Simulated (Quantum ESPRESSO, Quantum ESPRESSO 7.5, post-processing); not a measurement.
# Co(0001), 4 layers: vacuum convergence

Aim: how far one choice must go before the vacuum level and the energy of Co(0001), 4 layers stand still, and what it costs.

Program: Quantum ESPRESSO 7.5. Level of theory: plane-wave DFT, PBE, GBRV ultrasoft pseudopotentials. Results are calculated unless marked as measured.

Report form: the programs' logs are mostly left out.

## Step 1: Starting point

The cell holds 4 atoms: 4 Co. Cell: a = 2.510 Å, b = 2.510 Å, c = 30.107 Å, α = 90.0°, β = 90.0°, γ = 60.0°. It derives from Co. Vacuum lies along c.

## Step 2: Ground state: 24 Å of vacuum

The first run is the reference of the series.

c0.in reads:

```
&control
  prefix = 'c0'
  outdir = './out'
  pseudo_dir = './pseudo'
  calculation = 'scf'
  tprnfor = .true.
/
&system
  ibrav = 0
  nat = 4
  ntyp = 1
  ecutwfc = 40
  ecutrho = 200
  occupations = 'smearing'
  smearing = 'mv'
  degauss = 0.02
  nspin = 2
  starting_magnetization(1) = 0.28
/
&electrons
  conv_thr = 1e-07
  mixing_beta = 0.4
  electron_maxstep = 120
  mixing_mode = 'local-TF'
/
ATOMIC_SPECIES
  Co  58.9332  co_pbe_v1.2.uspp.F.UPF
CELL_PARAMETERS angstrom
  2.51000000000000 0.00000000000000 0.00000000000000
  1.25500000000000 2.17372376349894 0.00000000000000
  0.00000000000000 0.00000000000000 30.10683000000000
ATOMIC_POSITIONS crystal
  Co  0.666666666700 0.666666666700 0.398580654290
  Co  0.000000000000 0.000000000000 0.466193551430
  Co  0.666666666700 0.666666666700 0.533806448570
  Co  0.000000000000 0.000000000000 0.601419345710
K_POINTS automatic
  12 12 1 0 0 0
```

Started as:

```console
OMP_NUM_THREADS=1 mpirun -n 4 pw.x -nk 4 -in c0.in > c0.out
```

Elapsed: 91 s, on 4 MPI ranks of Arm Neoverse V1, shared host; peak memory 0.58 GiB.

Read from the output:

- free energy: -16243.0809 eV
- Fermi energy: 1.290 eV
- magnetization: 6.99 μB
- absolute magnetization: 7.77 μB
- site moments: 1.861, 1.797, 1.797, 1.861 μB

The program's own clock; routines nest. Time by routine:

| routine | wall time (s) | calls |
| --- | --- | --- |
| PWSCF | 90.86 | 1 |
| electrons | 88.09 | 1 |
| c_bands | 65.76 | 19 |
| cegterg | 58.27 | 190 |
| h_psi | 45.86 | 703 |
| fftw | 45.31 | 44404 |
| vloc_psi | 40.67 | 703 |
| sum_band | 12.08 | 19 |
| mix_rho | 6.45 | 19 |
| ffts | 4.61 | 2186 |
| calbec | 3.81 | 933 |
| h_psi:calbec | 2.54 | 703 |
| add_vuspsi | 2.52 | 703 |
| s_psi | 2.5 | 703 |

The run needed 19 iterations to bring the estimated error under 1e-07 Ry; the largest force on any atom, held or free, is 0.52 eV/Å. The cell keeps a moment of 7.0 μB.

## Step 3: Electrostatic potential

The vacuum level is read from the electrostatic potential (plot_num = 11), averaged over planes.

c0.pot.in reads:

```
&inputpp
  prefix = 'c0'
  outdir = './out'
  filplot = 'c0.pot.dat'
  plot_num = 11
/
```

Started as:

```console
OMP_NUM_THREADS=1 mpirun -n 4 pp.x -in c0.pot.in > c0.pot.out
```

Run time: 0.85 s. Hardware: 4 MPI ranks; peak memory 0.08 GiB.

Read from the output:

* potential in the middle of the vacuum, over the Fermi level: 5.011 eV

The potential energy, planar mean oscillates, so the rows of the table below give means over windows of 1 Å about each position, cut where the curve ends. Its maxima inside the range that stand out by 2 % of the span (Å: eV): 13.0: -0.698, 15.1: -0.722, 17.1: -0.698. Its minima: 12.0: -26.4, 14.0: -26.7, 16.1: -26.7, 18.1: -26.4.

Electrostatic potential energy of an electron; zero at the Fermi level. Table of potential energy, planar mean by z; means over each step:

z (Å), potential energy, planar mean (eV) and a bar from the least value:
```
        0        5.0 ##############################
        1        5.0 ##############################
        2        5.0 ##############################
        3        5.0 ##############################
        4        5.0 ##############################
        5        5.0 ##############################
        6        5.0 ##############################
        7        5.0 ##############################
        8        5.0 ##############################
        9        5.0 ##############################
       10        4.6 ##############################
       11       -0.2 ########################
       12      -20.0 
       13       -3.4 ####################
       14      -20.1 
       15       -3.5 ####################
       16      -19.9 
       17       -3.7 ####################
       18      -19.5 #
       19       -1.9 ######################
       20        4.5 #############################
       21        5.0 ##############################
       22        5.0 ##############################
       23        5.0 ##############################
       24        5.0 ##############################
       25        5.0 ##############################
       26        5.0 ##############################
       27        5.0 ##############################
       28        5.0 ##############################
       29        5.0 ##############################
```

Inside the slab this potential holds the local part of the pseudopotentials, which can be repulsive at the nuclei; only its value in the vacuum has a meaning of its own.

## Step 4: SCF with pw.x: 18 Å of vacuum

c2.in reads:

```
&control
  prefix = 'c2'
  outdir = './out'
  pseudo_dir = './pseudo'
  calculation = 'scf'
  tprnfor = .true.
/
&system
  ibrav = 0
  nat = 4
  ntyp = 1
  ecutwfc = 40
  ecutrho = 200
  occupations = 'smearing'
  smearing = 'mv'
  degauss = 0.02
  nspin = 2
  starting_magnetization(1) = 0.28
/
&electrons
  conv_thr = 1e-07
  mixing_beta = 0.4
  electron_maxstep = 120
  mixing_mode = 'local-TF'
/
ATOMIC_SPECIES
  Co  58.9332  co_pbe_v1.2.uspp.F.UPF
CELL_PARAMETERS angstrom
  2.51000000000000 0.00000000000000 0.00000000000000
  1.25500000000000 2.17372376349894 0.00000000000000
  0.00000000000000 0.00000000000000 24.10683000000000
ATOMIC_POSITIONS crystal
  Co  0.666666666700 0.666666666700 0.373338178433
  Co  0.000000000000 0.000000000000 0.457779392811
  Co  0.666666666700 0.666666666700 0.542220607189
  Co  0.000000000000 0.000000000000 0.626661821567
K_POINTS automatic
  12 12 1 0 0 0
```

Started as:

```console
OMP_NUM_THREADS=1 mpirun -n 4 pw.x -nk 4 -in c2.in > c2.out
```

Run time: 76 s. Hardware: 4 MPI ranks; peak memory 0.55 GiB; 5 min of CPU time.

Numbers from this step:

| Property | Result |
| --- | --- |
| free energy | -16243.0811 eV |
| Fermi energy | 2.858 eV |
| magnetization | 6.98 μB |
| absolute magnetization | 7.76 μB |

The program's own clock; routines nest. Time by routine:

| routine | wall time (s) | calls |
| --- | --- | --- |
| PWSCF | 75.18 | 1 |
| electrons | 73.03 | 1 |
| c_bands | 55.1 | 21 |
| cegterg | 50.49 | 210 |
| h_psi | 39.33 | 774 |
| fftw | 38.73 | 49068 |
| vloc_psi | 34.78 | 774 |
| sum_band | 10.07 | 21 |
| mix_rho | 5.07 | 21 |
| ffts | 3.62 | 2222 |
| calbec | 3.34 | 1024 |
| h_psi:calbec | 2.24 | 774 |
| add_vuspsi | 2.22 | 774 |
| s_psi | 2.2 | 774 |

## Step 5: Electrostatic potential

c2.pot.in reads:

```
&inputpp
  prefix = 'c2'
  outdir = './out'
  filplot = 'c2.pot.dat'
  plot_num = 11
/
```

Started as:

```console
OMP_NUM_THREADS=1 mpirun -n 4 pp.x -in c2.pot.in > c2.pot.out
```

Wall time 0.8 s (4 MPI ranks); peak memory 0.1 GiB; 2.9 s of CPU time.

This step gave:

```
potential in the middle of the vacuum, over the Fermi level : 5.012 eV
```

Counted from each run's own zero (the Fermi level), the vacuum level differs from the first run's by +1 meV.

## Step 6: Ground state: 14 Å of vacuum

c4.in reads:

```
&control
  prefix = 'c4'
  outdir = './out'
  pseudo_dir = './pseudo'
  calculation = 'scf'
  tprnfor = .true.
/
&system
  ibrav = 0
  nat = 4
  ntyp = 1
  ecutwfc = 40
  ecutrho = 200
  occupations = 'smearing'
  smearing = 'mv'
  degauss = 0.02
  nspin = 2
  starting_magnetization(1) = 0.28
/
&electrons
  conv_thr = 1e-07
  mixing_beta = 0.4
  electron_maxstep = 120
  mixing_mode = 'local-TF'
/
ATOMIC_SPECIES
  Co  58.9332  co_pbe_v1.2.uspp.F.UPF
CELL_PARAMETERS angstrom
  2.51000000000000 0.00000000000000 0.00000000000000
  1.25500000000000 2.17372376349894 0.00000000000000
  0.00000000000000 0.00000000000000 20.10683000000000
ATOMIC_POSITIONS crystal
  Co  0.666666666700 0.666666666700 0.348140408011
  Co  0.000000000000 0.000000000000 0.449380136004
  Co  0.666666666700 0.666666666700 0.550619863996
  Co  0.000000000000 0.000000000000 0.651859591989
K_POINTS automatic
  12 12 1 0 0 0
```

Started as:

```console
OMP_NUM_THREADS=1 mpirun -n 4 pw.x -nk 4 -in c4.in > c4.out
```

Wall time 52 s (4 MPI ranks); peak memory 0.48 GiB; 3.4 min of CPU time.

Read from the output:

- free energy: -16243.0808 eV
- Fermi energy: 4.422 eV
- absolute magnetization: 7.77 μB

The program's own clock; routines nest. Time by routine:

| routine | wall time (s) | calls |
| --- | --- | --- |
| PWSCF | 50.97 | 1 |
| electrons | 49.13 | 1 |
| c_bands | 37.34 | 17 |
| cegterg | 33.75 | 170 |
| h_psi | 26.14 | 621 |
| fftw | 25.65 | 39360 |
| vloc_psi | 23.08 | 621 |
| sum_band | 6.7 | 17 |
| mix_rho | 3.2 | 17 |
| ffts | 2.3 | 1680 |
| calbec | 2.28 | 831 |
| h_psi:calbec | 1.51 | 621 |
| add_vuspsi | 1.49 | 621 |
| s_psi | 1.47 | 621 |

## Step 7: Electrostatic potential

c4.pot.in reads:

```
&inputpp
  prefix = 'c4'
  outdir = './out'
  filplot = 'c4.pot.dat'
  plot_num = 11
/
```

Started as:

```console
OMP_NUM_THREADS=1 mpirun -n 4 pp.x -in c4.pot.in > c4.pot.out
```

It took 0.78 s on 4 MPI ranks; peak memory 0.1 GiB; 2.8 s of CPU time.

Numbers from this step:

| Quantity | Value |
| --- | --- |
| potential in the middle of the vacuum, over the Fermi level | 5.011 eV |

Counted from each run's own zero (the Fermi level), the vacuum level differs from the first run's by +0 meV.

## Step 8: SCF with pw.x: 12 Å of vacuum

c6.in reads:

```
&control
  prefix = 'c6'
  outdir = './out'
  pseudo_dir = './pseudo'
  calculation = 'scf'
  tprnfor = .true.
/
&system
  ibrav = 0
  nat = 4
  ntyp = 1
  ecutwfc = 40
  ecutrho = 200
  occupations = 'smearing'
  smearing = 'mv'
  degauss = 0.02
  nspin = 2
  starting_magnetization(1) = 0.28
/
&electrons
  conv_thr = 1e-07
  mixing_beta = 0.4
  electron_maxstep = 120
  mixing_mode = 'local-TF'
/
ATOMIC_SPECIES
  Co  58.9332  co_pbe_v1.2.uspp.F.UPF
CELL_PARAMETERS angstrom
  2.51000000000000 0.00000000000000 0.00000000000000
  1.25500000000000 2.17372376349894 0.00000000000000
  0.00000000000000 0.00000000000000 18.10683000000000
ATOMIC_POSITIONS crystal
  Co  0.666666666700 0.666666666700 0.331366672134
  Co  0.000000000000 0.000000000000 0.443788890711
  Co  0.666666666700 0.666666666700 0.556211109289
  Co  0.000000000000 0.000000000000 0.668633327866
K_POINTS automatic
  12 12 1 0 0 0
```

Started as:

```console
OMP_NUM_THREADS=1 mpirun -n 4 pw.x -nk 4 -in c6.in > c6.out
```

Run time: 46 s. Hardware: 4 MPI ranks; peak memory 0.44 GiB.

Read from the output:

```
free energy            : -16243.0807 eV
Fermi energy           : 5.465 eV
absolute magnetization : 7.76 μB
```

The program's own clock; routines nest. Time by routine:

| routine | wall time (s) | calls |
| --- | --- | --- |
| PWSCF | 45.29 | 1 |
| electrons | 43.62 | 1 |
| c_bands | 33.37 | 17 |
| cegterg | 30.16 | 170 |
| h_psi | 23.2 | 627 |
| fftw | 22.72 | 39274 |
| vloc_psi | 20.45 | 627 |
| sum_band | 6.01 | 17 |
| mix_rho | 2.54 | 17 |
| calbec | 2.05 | 837 |
| ffts | 1.76 | 1580 |
| h_psi:calbec | 1.36 | 627 |
| add_vuspsi | 1.34 | 627 |
| s_psi | 1.33 | 627 |

## Step 9: Electrostatic potential

c6.pot.in reads:

```
&inputpp
  prefix = 'c6'
  outdir = './out'
  filplot = 'c6.pot.dat'
  plot_num = 11
/
```

Started as:

```console
OMP_NUM_THREADS=1 mpirun -n 4 pp.x -in c6.pot.in > c6.pot.out
```

It took 0.76 s on 4 MPI ranks; peak memory 0.1 GiB.

Counted from each run's own zero (the Fermi level), the vacuum level differs from the first run's by -0 meV.

## Step 10: Self-consistent run: 10 Å of vacuum

c8.in reads:

```
&control
  prefix = 'c8'
  outdir = './out'
  pseudo_dir = './pseudo'
  calculation = 'scf'
  tprnfor = .true.
/
&system
  ibrav = 0
  nat = 4
  ntyp = 1
  ecutwfc = 40
  ecutrho = 200
  occupations = 'smearing'
  smearing = 'mv'
  degauss = 0.02
  nspin = 2
  starting_magnetization(1) = 0.28
/
&electrons
  conv_thr = 1e-07
  mixing_beta = 0.4
  electron_maxstep = 120
  mixing_mode = 'local-TF'
/
ATOMIC_SPECIES
  Co  58.9332  co_pbe_v1.2.uspp.F.UPF
CELL_PARAMETERS angstrom
  2.51000000000000 0.00000000000000 0.00000000000000
  1.25500000000000 2.17372376349894 0.00000000000000
  0.00000000000000 0.00000000000000 16.10683000000000
ATOMIC_POSITIONS crystal
  Co  0.666666666700 0.666666666700 0.310427315617
  Co  0.000000000000 0.000000000000 0.436809105206
  Co  0.666666666700 0.666666666700 0.563190894794
  Co  0.000000000000 0.000000000000 0.689572684383
K_POINTS automatic
  12 12 1 0 0 0
```

Started as:

```console
OMP_NUM_THREADS=1 mpirun -n 4 pw.x -nk 4 -in c8.in > c8.out
```

Run time: 36 s. Hardware: 4 MPI ranks; peak memory 0.41 GiB; 2.4 min of CPU time.

Numbers from this step:

- Fermi energy: 6.765 eV
- absolute magnetization: 7.77 μB

The program's own clock; routines nest. Time by routine:

| routine | wall time (s) | calls |
| --- | --- | --- |
| PWSCF | 35.37 | 1 |
| electrons | 33.89 | 1 |
| c_bands | 26.37 | 15 |
| cegterg | 23.64 | 150 |
| h_psi | 17.95 | 567 |
| fftw | 17.38 | 34994 |
| vloc_psi | 15.77 | 567 |
| sum_band | 4.5 | 15 |
| mix_rho | 1.69 | 15 |
| calbec | 1.63 | 757 |
| ffts | 1.21 | 1132 |
| init_run | 1.14 | 1 |
| h_psi:calbec | 1.07 | 567 |
| add_vuspsi | 1.06 | 567 |

## Step 11: Potential by pp.x

c8.pot.in reads:

```
&inputpp
  prefix = 'c8'
  outdir = './out'
  filplot = 'c8.pot.dat'
  plot_num = 11
/
```

Started as:

```console
OMP_NUM_THREADS=1 mpirun -n 4 pp.x -in c8.pot.in > c8.pot.out
```

Run time: 0.76 s. Hardware: 4 MPI ranks; peak memory 0.1 GiB; 2.8 s of CPU time.

Numbers from this step:

* potential in the middle of the vacuum, over the Fermi level: 5.012 eV

Counted from each run's own zero (the Fermi level), the vacuum level differs from the first run's by +1 meV.

## Step 12: SCF with pw.x: 8 Å of vacuum

c10.in reads:

```
&control
  prefix = 'c10'
  outdir = './out'
  pseudo_dir = './pseudo'
  calculation = 'scf'
  tprnfor = .true.
/
&system
  ibrav = 0
  nat = 4
  ntyp = 1
  ecutwfc = 40
  ecutrho = 200
  occupations = 'smearing'
  smearing = 'mv'
  degauss = 0.02
  nspin = 2
  starting_magnetization(1) = 0.28
/
&electrons
  conv_thr = 1e-07
  mixing_beta = 0.4
  electron_maxstep = 120
  mixing_mode = 'local-TF'
/
ATOMIC_SPECIES
  Co  58.9332  co_pbe_v1.2.uspp.F.UPF
CELL_PARAMETERS angstrom
  2.51000000000000 0.00000000000000 0.00000000000000
  1.25500000000000 2.17372376349894 0.00000000000000
  0.00000000000000 0.00000000000000 14.10683000000000
ATOMIC_POSITIONS crystal
  Co  0.666666666700 0.666666666700 0.283550592160
  Co  0.000000000000 0.000000000000 0.427850197387
  Co  0.666666666700 0.666666666700 0.572149802613
  Co  0.000000000000 0.000000000000 0.716449407840
K_POINTS automatic
  12 12 1 0 0 0
```

Started as:

```console
OMP_NUM_THREADS=1 mpirun -n 4 pw.x -nk 4 -in c10.in > c10.out
```

Elapsed: 32 s, on 4 MPI ranks; peak memory 0.38 GiB.

This step gave:

| Quantity | Value |
| --- | --- |
| free energy | -16243.0809 eV |
| Fermi energy | 8.433 eV |

The program's own clock; routines nest. Time by routine:

| routine | wall time (s) | calls |
| --- | --- | --- |
| PWSCF | 31.36 | 1 |
| electrons | 30 | 1 |
| c_bands | 23.46 | 15 |
| cegterg | 21.22 | 150 |
| h_psi | 16.11 | 571 |
| fftw | 15.63 | 35226 |
| vloc_psi | 14.18 | 571 |
| sum_band | 4.03 | 15 |
| calbec | 1.44 | 761 |
| mix_rho | 1.32 | 15 |
| init_run | 1.03 | 1 |
| h_psi:calbec | 0.95 | 571 |
| add_vuspsi | 0.94 | 571 |
| ffts | 0.94 | 1006 |

## Step 13: Potential by pp.x

c10.pot.in reads:

```
&inputpp
  prefix = 'c10'
  outdir = './out'
  filplot = 'c10.pot.dat'
  plot_num = 11
/
```

Started as:

```console
OMP_NUM_THREADS=1 mpirun -n 4 pp.x -in c10.pot.in > c10.pot.out
```

Wall time 0.74 s (4 MPI ranks); peak memory 0.1 GiB; 2.7 s of CPU time.

Numbers from this step:

- potential in the middle of the vacuum, over the Fermi level: 5.014 eV

Counted from each run's own zero (the Fermi level), the vacuum level differs from the first run's by +2 meV.

## Step 14: The series side by side

All levels:

| level | vacuum level over the Fermi level (eV) | its change from the first (meV) | energy from the first (meV an atom) | SCF iterations | wall time (s) | peak memory (GiB) | CPU time (s) |
| --- | --- | --- | --- | --- | --- | --- | --- |
| 24 Å of vacuum | 5.011 | 0 | 0 | 19 | 91.39 | 0.58 | 365.2 |
| 18 Å of vacuum | 5.012 | 0.7318 | -0.02959 | 21 | 75.73 | 0.55 | 302.6 |
| 14 Å of vacuum | 5.011 | 0.1092 | 0.02993 | 17 | 51.5 | 0.48 | 205.7 |
| 12 Å of vacuum | 5.011 | -0.1212 | 0.05415 | 17 | 45.83 | 0.44 | 183 |
| 10 Å of vacuum | 5.012 | 0.769 | 0.05793 | 15 | 35.9 | 0.41 | 143.3 |
| 8 Å of vacuum | 5.014 | 2.207 | 0.01939 | 15 | 31.89 | 0.38 | 127.3 |

## Step 15: Summary of results

* vacuum level over the Fermi level, 24 Å of vacuum: 5.011 eV
* cheapest step of the main series that, with all steps before it, keeps the vacuum level within 20 meV of the first: 8 Å of vacuum: +2 meV, 2.1 min of CPU time against 6.1 min
* setting with the largest shift of the level: 8 Å of vacuum: +2 meV

What this shows: The cheapest step of the main series that, with all steps before it, keeps the vacuum level within 20 meV of the first is 8 Å of vacuum: +2 meV, 2.1 min of CPU time against 6.1 min. Over the series the energy moves by up to 0.0579 meV an atom and the vacuum level by up to 2 meV. The level is read in the middle of the vacuum, where a short gap still holds the tails of both faces. The times come from a shared host and are rough. Peak memory is sampled during the run and can miss the peak. The geometry is as built, not relaxed.

[Logs are printed without paths, hosts, clocks, repeated set-up lines and the standing remarks that a program may print on its own settings, such as how far it seeks lower states.]

[Hosts, paths, dates, database ids (printed as entryN), source tags and the programs' standing remarks are cut or masked in the printed files.]

[Maps of the electrostatic potential energy from Ansatz leave out the sawtooth potential of an applied field or a dipole correction, so their vacuum need not be flat; planar profiles and work functions include it.]
